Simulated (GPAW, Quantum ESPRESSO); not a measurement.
## As K ELNES/XANES of As (R-3m) from DFT

Do two independent programs agree on the As K edge of As (R-3m)? The same cell and functional are run with XSpectra and with GPAW.

Calculated with Quantum ESPRESSO 7.5; core-hole supercells, plane-wave PAW PBE (first program; GPAW 26.7.0 follows as the second).

The database entry behind the starting cell differs from later determinations by our own check (old inner coordinate), so it need not match the best structure at ambient conditions.

**1. Starting point**

The structure is trigonal, space group R-3m (No. 166). The conventional cell has a = 3.762 Å, b = 3.762 Å, c = 10.542 Å, α = 90.00°, β = 90.00°, γ = 120.00°. Nearest to As lie 3 As at 2.51 Å.

**2. The field without a hole (Quantum ESPRESSO)**

The ground state comes first: it tells whether the system has a gap, which decides how the excited electron is treated.

The PAW data sets are made with ld1.x, with reconstruction data.

scf.in

```
&control
   calculation='scf', prefix='x', pseudo_dir='../pp', outdir='tmp', tprnfor=.true.
/
&system
   ibrav=0, nat=2, ntyp=2, nbnd=9
   ecutwfc=40, ecutrho=220
   occupations='smearing', smearing='mv', degauss=0.015
/
&electrons
   conv_thr=2.0e-08, electron_maxstep=120
   mixing_beta=0.5
/
ATOMIC_SPECIES
As3 1.0 As.pbe-nx-kjpaw.UPF
As 1.0 As.pbe-nx-kjpaw.UPF
CELL_PARAMETERS angstrom
  1.88079690 1.08587860 3.51406199
  -1.88079690 1.08587860 3.51406199
  0.00000000 -2.17175719 3.51406199
ATOMIC_POSITIONS crystal
As3  0.22600000 0.22600000 0.22600000
As   0.77400000 0.77400000 0.77400000
K_POINTS automatic
9 9 9 0 0 0
```

Started as:

```sh
$ OMP_NUM_THREADS=1 mpirun --oversubscribe --bind-to none -np 4 pw.x -nk 4 -in scf.in > scf.out
```

What it wrote:

```text
     [... banner and references ...]
using ibrav=0 with symmetry is DISCOURAGED, use correct ibrav instead

     G-vector sticks info
     --------------------

     Using Slab Decomposition

     bravais-lattice index     =            0
     lattice parameter (alat)  =       7.8065  a.u.
     unit-cell volume          =     290.5899 (a.u.)^3
     number of atoms/cell      =            2
     number of atomic types    =            2
     number of electrons       =        10.00
     number of Kohn-Sham states=            9
     kinetic-energy cutoff     =      40.0000  Ry
     charge density cutoff     =     220.0000  Ry
     scf convergence threshold =      2.0E-08
     mixing beta               =       0.5000
     number of iterations used =            8  plain     mixing
     Exchange-correlation= SLA  PW   PBX  PBC
                           (   1   4   3   4   0   0   0)

     celldm(1)=   7.806459  celldm(2)=   0.000000  celldm(3)=   0.000000
     celldm(4)=   0.000000  celldm(5)=   0.000000  celldm(6)=   0.000000

     crystal axes: (cart. coord. in units of alat)
               a(1) = (   0.455289   0.262861   0.850656 )
               a(2) = (  -0.455289   0.262861   0.850656 )
               a(3) = (   0.000000  -0.525722   0.850656 )

     reciprocal axes: (cart. coord. in units 2 pi/alat)
               b(1) = (  1.098205  0.634049  0.391854 )
               b(2) = ( -1.098205  0.634049  0.391854 )
               b(3) = (  0.000000 -1.268098  0.391854 )

     PseudoPot. #1 for As:     Pseudo is Projector augmented-wave + core cor, Zval =  5.0

     PseudoPot. #2 for As:     Pseudo is Projector augmented-wave + core cor, Zval =  5.0

     atomic species   valence    mass     pseudopotential
     As3               5.00     1.00000     As( 1.00)
     As                5.00     1.00000     As( 1.00)

      6 Sym. Ops. (no inversion) found

   Cartesian axes

     site n.     atom                  positions (alat units)
         1        As3    tau(   1) = (  -0.0000000   0.0000000   0.5767451  )
         2        As     tau(   2) = (  -0.0000000   0.0000000   1.9752244  )

     number of k points=    85  Marzari-Vanderbilt smearing, width (Ry)=  0.0150
                       cart. coord. in units 2pi/alat
        k(    1) = (   0.0000000   0.0000000   0.0000000), wk =   0.0027435
        k(    2) = (   0.0000000  -0.1408997   0.0435394), wk =   0.0164609
        k(    3) = (   0.0000000  -0.2817995   0.0870787), wk =   0.0164609
        k(    4) = (   0.0000000  -0.4226992   0.1306181), wk =   0.0164609
        k(    5) = (   0.0000000  -0.5635989   0.1741574), wk =   0.0164609
[...]
k(   83) = (   0.8541592   0.4931491  -0.2176968), wk =   0.0164609
        k(   84) = (  -0.0000000  -0.0000000   0.5224723), wk =   0.0054870
        k(   85) = (  -0.0000000   1.1271978   0.1741574), wk =   0.0164609

     Dense  grid:    16021 G-vectors     FFT dimensions: (  40,  40,  40)

     Smooth grid:     9951 G-vectors     FFT dimensions: (  32,  32,  32)

     Initial potential from superposition of free atoms

     starting charge       9.9995, renormalised to      10.0000
     Starting wfcs are    8 randomized atomic wfcs +    1 random wfcs
     Checking if some PAW data can be deallocated...

     per-process dynamical memory:    20.9 Mb

     Self-consistent Calculation

     iteration #  1     ecut=    40.00 Ry     beta= 0.50
     Davidson diagonalization with overlap
     ethr =  1.00E-02,  avg # of iterations =  5.0

     Threshold (ethr) on eigenvalues was too large:
     Diagonalizing with lowered threshold

     Davidson diagonalization with overlap
     ethr =  1.16E-04,  avg # of iterations =  2.9

     total energy              =    -351.98258656 Ry
     estimated scf accuracy    <       0.01150591 Ry

     iteration #  2     ecut=    40.00 Ry     beta= 0.50
     Davidson diagonalization with overlap
[...]
13.5954

          k = 0.0000-0.4227 0.1306 (  1227 PWs)   bands (ev):

    -5.9894  -1.6947   4.7753   4.9147   6.5075   8.2245   8.8777   9.4312
    14.5127

          k = 0.0000-0.5636 0.1742 (  1242 PWs)   bands (ev):

    -5.0036  -3.1380   4.7617   4.8099   7.0169   7.5612   8.1296   9.0901
    15.9042

          k =-0.1220-0.0704 0.0871 (  1233 PWs)   bands (ev):

[...]
k =-0.1220-0.2113 0.1306 (  1240 PWs)   bands (ev):

[...]
k =-0.1220-0.3522 0.1742 (  1236 PWs)   bands (ev):

[...]
k =-0.1220-0.4931 0.2177 (  1238 PWs)   bands (ev):

[...]
k =-0.1220 0.6340-0.1306 (  1242 PWs)   bands (ev):

[...]
k =-0.1220 0.4931-0.0871 (  1238 PWs)   bands (ev):

[...]
k =-0.1220 0.3522-0.0435 (  1233 PWs)   bands (ev):

[...]
k =-0.1220 0.2113-0.0000 (  1227 PWs)   bands (ev):

[...]
k =-0.2440-0.1409 0.1742 (  1246 PWs)   bands (ev):

[...]
k =-0.2440 0.7045-0.0871 (  1246 PWs)   bands (ev):

[...]
k =-0.0000 0.2818 0.0435 (  1238 PWs)   bands (ev):

[...]
k =-0.1220 0.6340-0.0000 (  1243 PWs)   bands (ev):

[...]
k =-0.1220 0.4931 0.0435 (  1245 PWs)   bands (ev):

[...]
k =-0.1220 0.3522 0.0871 (  1237 PWs)   bands (ev):

[...]
k =-0.2440 0.8454-0.0000 (  1241 PWs)   bands (ev):

[...]
k =-0.2440 0.7045 0.0435 (  1240 PWs)   bands (ev):

[...]
k =-0.2440 0.5636 0.0871 (  1244 PWs)   bands (ev):

[...]
k = 0.6101 0.3522-0.3048 (  1245 PWs)   bands (ev):

[...]
k = 0.6101 0.2113-0.2612 (  1244 PWs)   bands (ev):

[...]
k = 0.6101 0.0704-0.2177 (  1246 PWs)   bands (ev):

[...]
k = 0.4881 0.2818-0.2177 (  1250 PWs)   bands (ev):

[...]
k = 0.4881 0.1409-0.1742 (  1244 PWs)   bands (ev):

[...]
k = 0.3661 0.2113-0.1306 (  1244 PWs)   bands (ev):

[...]
k =-0.0000 0.8454-0.0000 (  1244 PWs)   bands (ev):

[...]
k = 0.7321 0.4227-0.2612 (  1249 PWs)   bands (ev):

[...]
k = 0.7321 0.2818-0.2177 (  1241 PWs)   bands (ev):

[...]
k = 0.6101 0.3522-0.1742 (  1247 PWs)   bands (ev):

[...]
k =-0.0000-0.1409 0.4354 (  1248 PWs)   bands (ev):

[...]
k =-0.1220-0.0704 0.4789 (  1249 PWs)   bands (ev):

[...]
k =-0.1220 1.0567 0.1306 (  1241 PWs)   bands (ev):

[...]
k =-0.1220 0.9158 0.1742 (  1243 PWs)   bands (ev):

[...]
k = 0.8542 0.4931-0.2177 (  1237 PWs)   bands (ev):

    -5.6373  -2.1003   2.4700   4.6103   5.9965  10.0759  10.2430  12.3330
    14.4024

          k =-0.0000-0.0000 0.5225 (  1244 PWs)   bands (ev):

    -6.2322  -2.2208   5.8140   5.8140   7.0003   8.4663   8.4663   9.5000
    15.6006

          k =-0.0000 1.1272 0.1742 (  1236 PWs)   bands (ev):

    -6.0393  -2.2496   4.1912   5.4314   7.2683   8.6993   8.9439  10.7370
    15.3992

     the Fermi energy is     7.6338 ev

!    total energy              =    -351.98256318 Ry
     total all-electron energy =     -9043.917282 Ry
     estimated scf accuracy    <          8.5E-09 Ry
     smearing contrib. (-TS)   =       0.00015653 Ry
     internal energy E=F+TS    =    -351.98271972 Ry

     The total energy is F=E-TS. E is the sum of the following terms:
     one-electron contribution =       8.28864078 Ry
     hartree contribution      =       1.41249215 Ry
     xc contribution           =     -22.94925195 Ry
     ewald contribution        =     -26.59350357 Ry
     one-center paw contrib.   =    -312.14109713 Ry

     convergence has been achieved in   6 iterations

     Forces acting on atoms (cartesian axes, Ry/au):

     atom    1 type  1   force =    -0.00000000    0.00000000    0.01861923
     atom    2 type  2   force =     0.00000000   -0.00000000   -0.01861923

     Total force =     0.026332     Total SCF correction =     0.000038

     XML data file, charge density, pseudopotentials, collected wavefunctions

=------------------------------------------------------------------------------=
   JOB DONE.
=------------------------------------------------------------------------------=
```

Wall time 3.8 s (4 MPI ranks of Intel Xeon Platinum 8488C (Sapphire Rapids), shared host); peak memory 0.06 GiB.

Absorbing atoms carry a label of their own (element plus a letter or digit), as the spectrum program needs them as separate species.

The mesh shows no gap, so the system is treated as a metal and the core electron is put at the Fermi level (neutral cell).

**3. Spectrum without a core hole, As atom 1 (Quantum ESPRESSO)**

Without a hole the spectrum is the empty density of states of the right symmetry on the absorber, weighted by matrix elements. It needs only the small cell and serves as the baseline.

The absorber has 3 As at 2.51 Å (pyramidal, site symmetry 3m).

xspectra.in

```
&input_xspectra
   calculation='xanes_dipole', edge='K'
   prefix='x', outdir='tmp', xiabs=1, xe0=7.6338
   xonly_plot=.false., x_save_file='xanes.sav'
   xniter=3000, xcheck_conv=20, xerror=0.005
   xcoordcrys=.false., xepsilon(1)=1, xepsilon(2)=0, xepsilon(3)=0
/
&plot
   xnepoint=501, xemin=-10, xemax=70, terminator=.true., cut_occ_states=.true.
   xgamma=0.4
/
&pseudos
   filecore='../As.wfc'
/
&cut_occ
   cut_desmooth=0.1, cut_stepl=0.05, cut_stepu=0.05, cut_ierror=1e-5
/
8 8 8 0 0 0
```

Started as:

```sh
$ OMP_NUM_THREADS=1 mpirun --oversubscribe --bind-to none -np 4 xspectra.x -nk 4 -in xspectra.in > xspectra.out
```

What it wrote:

```text
     [... banner and references ...]
Reading input_file

     calculation: xanes_dipole

     xepsilon  [cartesian coordinates]:   1.000000   0.000000   0.000000

     xonly_plot: FALSE
        => complete calculation: Lanczos + spectrum plot

     filecore (core-wavefunction file): ../As.wfc

     main plot parameters:
        cut_occ_states: TRUE
        gamma_mode:  constant
        -> using xgamma [eV]:  0.40
        xemin [eV]: -10.00
        xemax [eV]:  70.00
        xnepoint:  501
        xe0 [eV]:   7.633800 (energy zero read in input file)

[...]
x_save_file name:
     ->  xanes.sav
     x_save_file version:  2

     ... End STEP 1 ...

     ... Begin STEP 2 ...

     The spectrum is calculated using the following parameters:
        xe0 [eV]:    7.6338
        the occupied states are elimintate from the spectrum
        xemin [eV]: -10.00
        xemax [eV]:  70.00
        xnepoint:  501
        constant broadening parameter [eV]:    0.400
        Core level energy [eV]: -0.1187E+05
         (from electron binding energy of neutral atoms in X-ray data booklet)

     Cross-section successfully written in xanes.dat

     ... End STEP 2 ...

                                END JOB XSpectra
```

It took 42 s on 4 MPI ranks; peak memory 0.08 GiB.

The core hole lives too briefly for so narrow a line (tabulated full width 2.1 eV). The run keeps xgamma small, and the tables are broadened afterwards: Lorentzian half width 1.07 eV up to 4 eV, rising linearly to 1.75 eV at 25 eV (not a setting of the program: the run's 0.4 eV curve was folded afterwards with a further Lorentzian).

The As K spectrum, As atom 1, no core hole (energy from the energy zero of the input (xe0, at the border of filled and empty states); intensity scaled to a mean of 1 over the first 20 eV; folded afterwards to Lorentzian half width 1.07 eV up to 4 eV, rising linearly to 1.75 eV at 25 eV; the points at xe0, where the cut of filled states can leave a spike, are interpolated; polarised curves are means over the symmetry-equivalent atoms):

| E (eV) | isotropic | ε ⊥ c | ε ∥ c |
| --- | --- | --- | --- |
| -2.0 | 0.21 | 0.21 | 0.20 |
| -1.0 | 0.33 | 0.33 | 0.33 |
| 0.0 | 0.64 | 0.64 | 0.64 |
| 1.0 | 1.18 | 1.19 | 1.14 |
| 2.0 | 1.55 | 1.55 | 1.54 |
| 3.0 | 1.65 | 1.70 | 1.54 |
| 4.0 | 1.57 | 1.65 | 1.41 |
| 5.0 | 1.37 | 1.40 | 1.32 |
| 6.0 | 1.22 | 1.19 | 1.29 |
| 7.0 | 1.00 | 0.99 | 1.04 |
| 8.0 | 0.78 | 0.81 | 0.72 |
| 9.0 | 0.69 | 0.73 | 0.60 |
| 10.0 | 0.72 | 0.76 | 0.63 |
| 11.0 | 0.80 | 0.85 | 0.72 |
| 12.0 | 0.87 | 0.91 | 0.79 |
| 13.0 | 0.89 | 0.92 | 0.83 |
| 14.0 | 0.84 | 0.85 | 0.83 |
| 15.0 | 0.81 | 0.80 | 0.83 |
| 16.0 | 0.82 | 0.80 | 0.87 |
| 17.0 | 0.84 | 0.81 | 0.89 |
| 18.0 | 0.84 | 0.81 | 0.89 |
| 19.0 | 0.81 | 0.79 | 0.86 |
| 20.0 | 0.80 | 0.79 | 0.83 |
| 21.0 | 0.80 | 0.81 | 0.80 |
| 22.0 | 0.80 | 0.80 | 0.80 |
| 23.0 | 0.80 | 0.79 | 0.81 |
| 24.0 | 0.79 | 0.78 | 0.81 |
| 25.0 | 0.78 | 0.78 | 0.79 |
| 26.0 | 0.78 | 0.78 | 0.79 |
| 27.0 | 0.77 | 0.77 | 0.79 |
| 28.0 | 0.77 | 0.75 | 0.80 |
| 29.0 | 0.78 | 0.75 | 0.82 |
| 30.0 | 0.80 | 0.78 | 0.84 |
| 31.0 | 0.82 | 0.82 | 0.83 |
| 32.0 | 0.83 | 0.82 | 0.83 |

Main maxima below 30 eV (height): 3.1 eV (1.65) and 12.7 eV (0.89). A K edge sees empty p states on the absorber.

**4. Reference energy of the supercell (Quantum ESPRESSO)**

The photon energy needs a difference of total energies, so the cell and mesh of the coming hole run are first run without a hole.

scf.in

```
&control
   calculation='scf', prefix='x', pseudo_dir='../pp', outdir='tmp', tprnfor=.true.
/
&system
   ibrav=0, nat=8, ntyp=1, nbnd=24
   ecutwfc=40, ecutrho=220
   occupations='smearing', smearing='mv', degauss=0.015
/
&electrons
   conv_thr=8.0e-08, electron_maxstep=120
   mixing_beta=0.5
/
ATOMIC_SPECIES
As 1.0 As.pbe-nx-kjpaw.UPF
CELL_PARAMETERS angstrom
  0.00000000 -4.34351438 -3.51406199
  -3.76159380 2.17175719 -3.51406199
  3.76159380 2.17175719 -3.51406199
ATOMIC_POSITIONS crystal
As   0.77400000 0.77400000 0.77400000
As   0.27400000 0.27400000 0.77400000
As   0.27400000 0.77400000 0.27400000
As   0.77400000 0.27400000 0.27400000
As   0.22600000 0.22600000 0.22600000
As   0.72600000 0.72600000 0.22600000
As   0.72600000 0.22600000 0.72600000
As   0.22600000 0.72600000 0.72600000
K_POINTS automatic
5 5 5 0 0 0
```

Started as:

```sh
$ OMP_NUM_THREADS=1 mpirun --oversubscribe --bind-to none -np 4 pw.x -nk 4 -in scf.in > scf.out
```

What it wrote:

```text
     [... banner and references ...]
[banner, memory and clock lines left out]
Found identity + (  0.5000 -0.5000  0.0000) symmetry
     This is a supercell, fractional translations are disabled
     using ibrav=0 with symmetry is DISCOURAGED, use correct ibrav instead

     G-vector sticks info

     bravais-lattice index     =            0
     lattice parameter (alat)  =      10.5579  a.u.
     unit-cell volume          =    1162.3594 (a.u.)^3
[...]
atom    1 type  1   force =     0.00000000    0.00000000    0.01900218
     atom    2 type  1   force =    -0.00000228   -0.00000132    0.01899944
     atom    3 type  1   force =     0.00000228   -0.00000132    0.01899944
[...]
atom    7 type  1   force =    -0.00000228    0.00000132   -0.01899944
     atom    8 type  1   force =    -0.00000000   -0.00000263   -0.01899944

     Total force =     0.053740     Total SCF correction =     0.000091

     XML data file, charge density, pseudopotentials, collected wavefunctions
[key lines of the parts left out:]
!    total energy              =   -1407.92722927 Ry
the Fermi energy is     7.7506 ev
convergence has been achieved in   7 iterations
```

It took 8.2 s on 4 MPI ranks; peak memory 0.1 GiB; 32 s of CPU time.

Reference energy: -492195.012 eV with the cores included.

**5. The atom with a core hole (Quantum ESPRESSO)**

The final state has one core electron fewer, so a PAW data set is made for an atom with that hole.

As.pbe-nx-kjpaw-1sch.ld1.in

```
&input
   title='As', zed=33., rel=1, iswitch=3, dft='PBE',
   config='1s1 2s2 2p6 3s2 3p6 4s2 4p4 3d10 4d-1'
/
&inputp
   file_pseudopw='As.pbe-nx-kjpaw-1sch.UPF', author='',
   lpaw=.true.,
   pseudotype=3,
   lloc=2,
   which_augfun='PSQ',
   rmatch_augfun_nc=.true.,
   nlcc=.true.,
   new_core_ps=.true.,
   rcore=1.5,
   tm=.true.,
   zval=6,
   lgipaw_reconstruction=.true., use_paw_as_gipaw=.true.
/
5
4S  1  0  2.00  0.00  1.60  1.80  0.0
4S  1  0  0.00  0.40  1.60  1.80  0.0
4P  2  1  4.00  0.00  1.60  2.00  0.0
4P  2  1  0.00  2.00  1.60  2.00  0.0
4D  3  2  -2.00  0.50  2.00  2.00  0.0
```

Started as:

```sh
$ ld1.x < As.pbe-nx-kjpaw-1sch.ld1.in > As.pbe-nx-kjpaw-1sch.ld1.out
```

What it wrote:

```text
     [... banner and references ...]
PAW data will be used for GIPAW calculation
     --------------------------- All-electron run ----------------------------

     As
     scalar relativistic calculation

     atomic number is 33.00
     dft =PBE   lsd =0 sic =0 latt =0  beta=0.20 tr2=1.0E-14
     Exchange-correlation= PBE
                           (   1   4   3   4   0   0   0)
     mesh =1209 r(mesh) =  99.83237 a.u. xmin = -7.00 dx = 0.01250
     1 Ry =  13.60569312 eV, c = 137.03599908

     n l     nl                  e(Ry)          e(Ha)          e(eV)
     1 0     1S 1( 1.00)      -890.3092      -445.1546    -12113.2738
     2 0     2S 1( 2.00)      -115.8507       -57.9253     -1576.2286
     2 1     2P 1( 6.00)      -103.6545       -51.8273     -1410.2916
[...]
3 2     3D 1(10.00)        -3.9503        -1.9752       -53.7471

     final scf error:  1.0E-14 reached in  30 iterations

     Etot =   -3646.376595 Ry,   -1823.188298 Ha,  -49611.480966 eV

     Ekin =    3704.974594 Ry,    1852.487297 Ha,   50408.747354 eV
     Encl =   -9008.997439 Ry,   -4504.498720 Ha, -122573.654506 eV
     Eh   =    1805.311342 Ry,     902.655671 Ha,   24562.512110 eV
     Exc  =    -147.665092 Ry,     -73.832546 Ha,   -2009.085924 eV

     normalization and overlap integrals

     s(1S/1S) =  1.000000  <r> =   0.0451  <r2> =    0.0027  r(max) =   0.0296
     s(1S/2S) = -0.005506
     s(1S/3S) = -0.002103
     s(1S/4S) = -0.000662
     s(2S/2S) =  1.000000  <r> =   0.1983  <r2> =    0.0464  r(max) =   0.1659
[...]
s(2P/2P) =  1.000000  <r> =   0.1717  <r2> =    0.0361  r(max) =   0.1325
     s(2P/3P) = -0.001029
     s(2P/4P) = -0.000251
     s(3S/3S) =  1.000000  <r> =   0.5803  <r2> =    0.3877  r(max) =   0.5046
[...]
Ekin =    3704.974594 Ry,    1852.487297 Ha,   50408.747354 eV
     Encl =   -9008.997439 Ry,   -4504.498720 Ha, -122573.654506 eV
     Eh   =    1805.311342 Ry,     902.655671 Ha,   24562.512110 eV
     Exc  =    -147.665092 Ry,     -73.832546 Ha,   -2009.085924 eV

     normalization and overlap integrals

[...]
s(2S/4S) = -0.000387
     s(2P/2P) =  1.000000  <r> =   0.1717  <r2> =    0.0361  r(max) =   0.1325
     s(2P/3P) = -0.001029
     s(2P/4P) = -0.000251
     s(3S/3S) =  1.000000  <r> =   0.5803  <r2> =    0.3877  r(max) =   0.5046
     s(3S/4S) = -0.000233
     s(3P/3P) =  1.000000  <r> =   0.5907  <r2> =    0.4093  r(max) =   0.4983
     s(3P/4P) = -0.000163
     s(4S/4S) =  1.000000  <r> =   1.8150  <r2> =    3.7887  r(max) =   1.5349
     s(4P/4P) =  1.000000  <r> =   2.3007  <r2> =    6.2655  r(max) =   1.8058
     s(3D/3D) =  1.000000  <r> =   0.6288  <r2> =    0.4947  r(max) =   0.4509

     ------------------------ End of All-electron run ------------------------

     ---------------------- Testing the pseudopotential ----------------------

     As
     scalar relativistic calculation

     atomic number is 33.00   valence charge is  6.00
     dft = SLA  PW   PBX  PBC   lsd =0 sic =0 latt =0  beta=0.20 tr2=1.0E-14
     mesh =1209 r(mesh) =  99.83237 xmin = -7.00 dx = 0.01250

     n l     nl             e AE (Ry)        e PS (Ry)    De AE-PS (Ry)
     1 0     4S   1( 2.00)       -1.24262       -1.24262        0.00000
     2 1     4P   1( 4.00)       -0.48132       -0.48132        0.00000

     eps = 3.2E-15  iter =  3

     Etot =   -3646.376595 Ry,   -1823.188298 Ha,  -49611.480966 eV
     Etotps =  -161.078763 Ry,     -80.539382 Ha,   -2191.588222 eV

     Ekin =      32.070579 Ry,      16.035289 Ha,     436.342453 eV
     Encl =     -60.788705 Ry,     -30.394353 Ha,    -827.072472 eV
     Ehrt =      15.304452 Ry,       7.652226 Ha,     208.227681 eV
     Ecxc =    -147.665089 Ry,     -73.832544 Ha,   -2009.085885 eV
     (Ecc =      -5.804759 Ry,      -2.902380 Ha,     -78.977774 eV)

     ---------------------- End of pseudopotential test ----------------------
```

Elapsed: 0.91 s, on 1 MPI rank; peak memory 0.12 GiB.

Removing the core electron and adding it to the valence shell costs the free atom 11908.2 eV.

(Continued in part 2 of 4.)

[Banner, clock and machine lines of the logs are left out without a mark of their own.]

[Logs are printed without paths, hosts, clocks, repeated set-up lines and the standing remarks that a program may print on its own settings, such as how far it seeks lower states.]

[Hosts, paths, dates, database ids (printed as entryN), source tags and the programs' standing remarks are cut or masked in the printed files.]

[Lists of maxima count a maximum above −3 eV only where it reaches 4 % of the highest in the window and stands out from its surroundings by 2 % of it (1.5 % where it reaches 55 %); shoulders and weaker maxima are passed over, and of the rest the first, up to two pre-edge ones and the few strongest are named.]
